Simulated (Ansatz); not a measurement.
# TiIn2 (built on the sites of a database entry of HfB2): phonons and vibrational spectra, part 3 of 3

Task: relax TiIn2 (built on the sites of a database entry of HfB2), then find its harmonic phonons.

Ansatz 0.2.0; DFT PBEsol, scalar-relativistic, plane waves, PAW.

So far. Step 4 (Tight relaxation): The forces vanish by symmetry and the pressure is 0.002 GPa, within the tolerances set. The cell now holds 20.22 Å³/atom. Step 5 (Linear response at the zone centre): Before it was imposed, the acoustic sum rule was missed by 3.0e-5 eV/Å². Small misses are needed for a sound result but don't prove that mesh and cutoff are converged. The lowest optical mode is real, 30.8 cm⁻¹. The relaxed cell has a = 4.861, c = 2.964 Å (conventional setting).

The structure was built from a prototype and need not be the compound's stable phase.

## (6) Response at finite wavevector (continued)

The partial phonon density of states has structure finer than the step of the table below, so its rows give means over 10 cm⁻¹, whole bins alone (the curve runs from -130 to 206 cm⁻¹). Peaks (cm⁻¹: height): In 47.2: 0.0361, 95.9: 0.0372, 144.5: 0.0457, 161.4: 0.0716, 176.2: 0.0795; Ti -98.8: 0.00862, 106.4: 0.0234, 148.7: 0.0466.

Phonopy on the run's constants, 13x13x19 mesh, Gaussian sigma 2.4 cm-1. Interpolated from a 2×2×4 q mesh. Table of partial phonon density of states by wavenumber; means over each step; values in 1/cm⁻¹/cell:

| wavenumber (cm⁻¹) | In | Ti |
| --- | --- | --- |
| -120 | 1.7e-4 | 0.00164 |
| -110 | 5.6e-4 | 0.00456 |
| -100 | 0.00116 | 0.00691 |
| -90 | 0.00141 | 0.00668 |
| -80 | 0.00122 | 0.00434 |
| -70 | 0.00141 | 0.00408 |
| -60 | 0.00188 | 0.00411 |
| -50 | 0.00312 | 0.00287 |
| -40 | 0.00720 | 0.00199 |
| -30 | 0.00915 | 0.00159 |
| -20 | 0.00680 | 8.5e-4 |
| -10 | 0.00435 | 9.3e-4 |
| 0 | 0.00308 | 9.4e-4 |
| 10 | 0.00452 | 0.00151 |
| 20 | 0.0117 | 0.00115 |
| 30 | 0.0197 | 0.00202 |
| 40 | 0.0277 | 0.00403 |
| 50 | 0.0339 | 0.00580 |
| 60 | 0.0298 | 0.00689 |
| 70 | 0.0307 | 0.00927 |
| 80 | 0.0345 | 0.0100 |
| 90 | 0.0318 | 0.0121 |
| 100 | 0.0305 | 0.0199 |
| 110 | 0.0263 | 0.0210 |
| 120 | 0.0232 | 0.0177 |
| 130 | 0.0228 | 0.0164 |
| 140 | 0.0299 | 0.0277 |
| 150 | 0.0370 | 0.0417 |
| 160 | 0.0612 | 0.0271 |
| 170 | 0.0519 | 0.0166 |
| 180 | 0.0487 | 0.0150 |
| 190 | 0.00275 | 0.00254 |
| 200 | 1.1e-5 | 1.5e-5 |

Symmetry leaves 6 wavevectors to solve. The lowest mode among them, the acoustic zeros apart, lies at q = (0, -0.5, 0) and is imaginary, 121.8i cm⁻¹, so the energy falls along it.

## (7) Isotope substitution, element In, natural mass 114.818 amu

An isotope changes the mass and not the force constants, so no new electronic calculation is needed; the shifts show which modes move this element.

The same force constants with the mass of In changed from 114.818 to 112.904 u (phonopy, no LO-TO term). Both lists are sorted by frequency; levels can cross, so a row need not hold one and the same mode. Modes under 3 cm⁻¹ are left out. Isotope shifts, by row:

| q | rank | natural mass (cm⁻¹) | changed mass (cm⁻¹) |
| --- | --- | --- | --- |
| 0 0 0 | 4 | 30.83 | 31.09 |
| 0 0 0 | 5 | 120.5 | 120.7 |
| 0 0 0 | 6 | 120.5 | 120.7 |
| 0 0 0 | 7 | 134.9 | 135.1 |
| 0 0 0 | 8 | 161 | 162.4 |
| 0 0 0 | 9 | 161 | 162.4 |
| 0 0 0.25 | 1 | 52.24 | 52.66 |
| 0 0 0.25 | 2 | 52.24 | 52.66 |
| 0 0 0.25 | 3 | 96.49 | 97.31 |
| 0 0 0.25 | 4 | 109 | 109.8 |
| 0 0 0.25 | 5 | 124 | 124 |
| 0 0 0.25 | 6 | 124 | 124 |
| 0 0 0.25 | 7 | 161.5 | 162.9 |
| 0 0 0.25 | 8 | 161.5 | 162.9 |
| 0 0 0.25 | 9 | 171.4 | 171.7 |
| 0 0 -0.5 | 1 | 61.52 | 62.03 |
| 0 0 -0.5 | 2 | 61.52 | 62.03 |
| 0 0 -0.5 | 3 | 133.2 | 134.4 |
| 0 0 -0.5 | 4 | 139 | 139 |
| 0 0 -0.5 | 5 | 149.8 | 149.8 |
| 0 0 -0.5 | 6 | 149.8 | 149.8 |
| 0 0 -0.5 | 7 | 160.2 | 161.6 |
| 0 0 -0.5 | 8 | 162.2 | 163.6 |
| 0 0 -0.5 | 9 | 162.2 | 163.6 |
| 0 -0.5 0 | 1 | -121.8 | -121.9 |
| 0 -0.5 0 | 2 | -33.21 | -33.49 |
| 0 -0.5 0 | 3 | 41.96 | 42.31 |
| 0 -0.5 0 | 4 | 49.94 | 50.36 |
| 0 -0.5 0 | 5 | 66.39 | 66.77 |
| 0 -0.5 0 | 6 | 118.6 | 118.9 |
| 0 -0.5 0 | 7 | 144.1 | 145.3 |
| 0 -0.5 0 | 8 | 147.4 | 147.4 |
| 0 -0.5 0 | 9 | 180.3 | 181.7 |

A mode of this element alone would shift by +0.84 %. The highest zone-centre frequency without the field goes from 161.0 to 162.4 cm⁻¹ (+0.8 %). The product of the frequency ratios over all optical modes at Γ is 1.030; the product rule, (m/m′)^(3k/2) (M′/M)^(3/2) with k = 2 such atoms and M the mass of the cell, gives 1.030.

## (8) Another isotope, element Ti, natural mass 47.867 amu

The same for Ti, from 47.87 to 49.94 u.

The same force constants with the mass of Ti changed from 47.867 to 49.945 u (phonopy, no LO-TO term). Both lists are sorted by frequency; levels can cross, so a row need not hold one and the same mode. Modes under 3 cm⁻¹ are left out. Isotope shifts, by row:

| q | rank | natural mass (cm⁻¹) | changed mass (cm⁻¹) |
| --- | --- | --- | --- |
| 0 0 0 | 4 | 30.83 | 30.83 |
| 0 0 0 | 5 | 120.5 | 118.4 |
| 0 0 0 | 6 | 120.5 | 118.4 |
| 0 0 0 | 7 | 134.9 | 132.5 |
| 0 0 0 | 8 | 161 | 161 |
| 0 0 0 | 9 | 161 | 161 |
| 0 0 0.25 | 1 | 52.24 | 52.2 |
| 0 0 0.25 | 2 | 52.24 | 52.2 |
| 0 0 0.25 | 3 | 96.49 | 96.49 |
| 0 0 0.25 | 4 | 109 | 108.5 |
| 0 0 0.25 | 5 | 124 | 121.5 |
| 0 0 0.25 | 6 | 124 | 121.5 |
| 0 0 0.25 | 7 | 161.5 | 161.5 |
| 0 0 0.25 | 8 | 161.5 | 161.5 |
| 0 0 0.25 | 9 | 171.4 | 168.5 |
| 0 0 -0.5 | 1 | 61.52 | 61.52 |
| 0 0 -0.5 | 2 | 61.52 | 61.52 |
| 0 0 -0.5 | 3 | 133.2 | 133.2 |
| 0 0 -0.5 | 4 | 139 | 136.1 |
| 0 0 -0.5 | 5 | 149.8 | 146.7 |
| 0 0 -0.5 | 6 | 149.8 | 146.7 |
| 0 0 -0.5 | 7 | 160.2 | 160.2 |
| 0 0 -0.5 | 8 | 162.2 | 162.2 |
| 0 0 -0.5 | 9 | 162.2 | 162.2 |
| 0 -0.5 0 | 1 | -121.8 | -119.5 |
| 0 -0.5 0 | 2 | -33.21 | -33.21 |
| 0 -0.5 0 | 3 | 41.96 | 41.95 |
| 0 -0.5 0 | 4 | 49.94 | 49.94 |
| 0 -0.5 0 | 5 | 66.39 | 65.94 |
| 0 -0.5 0 | 6 | 118.6 | 116.9 |
| 0 -0.5 0 | 7 | 144.1 | 144.1 |
| 0 -0.5 0 | 8 | 147.4 | 144.4 |
| 0 -0.5 0 | 9 | 180.3 | 179.9 |

A mode of this element alone would shift by -2.10 %. The highest zone-centre frequency without the field goes from 161.0 to 161.0 cm⁻¹ (+0.0 %). The product of the frequency ratios over all optical modes at Γ is 0.949; the product rule, (m/m′)^(3k/2) (M′/M)^(3/2) with k = 1 such atoms and M the mass of the cell, gives 0.949.

## (9) Summary of results

| Item | Value |
| --- | --- |
| space group after relaxation (within 0.01 Å) | P6/mmm |
| volume per atom | 20.2 Å³ |
| electronic character | no gap on this mesh |
| highest optical mode at the zone centre (no LO-TO term) | 161 cm⁻¹ |
| lowest optical zone-centre mode | 30.8 cm⁻¹ |
| lowest mode on the q mesh (acoustic modes at Γ apart) | -122 cm⁻¹ |
| highest frequency on the path or at a solved wavevector | 191 cm⁻¹ |
| imaginary modes on the 2×2×4 q mesh | yes |

What this shows: Modes are clearly imaginary (beyond 10i cm⁻¹) at 2 of the 6 irreducible wavevectors, most at q = (0, -0.5, 0) (121.8i cm⁻¹), so this structure is not a minimum of the energy. The optical modes at Γ span 31 to 161 cm⁻¹. The highest mode in this list at Γ, 161.0 cm⁻¹, is mostly motion of In (100 % of the kinetic energy). With no gap, or one that is small against the smearing, the frequencies hang on the k mesh and the smearing, most of all near Kohn anomalies. The starting cell was built on a prototype and not taken from a measurement, so the phase need not exist. These are harmonic frequencies at zero temperature: anharmonic shifts, linewidths and thermal expansion are left out.

[Hosts, paths, dates, database ids (printed as entryN), source tags and the programs' standing remarks are cut or masked in the printed files.]
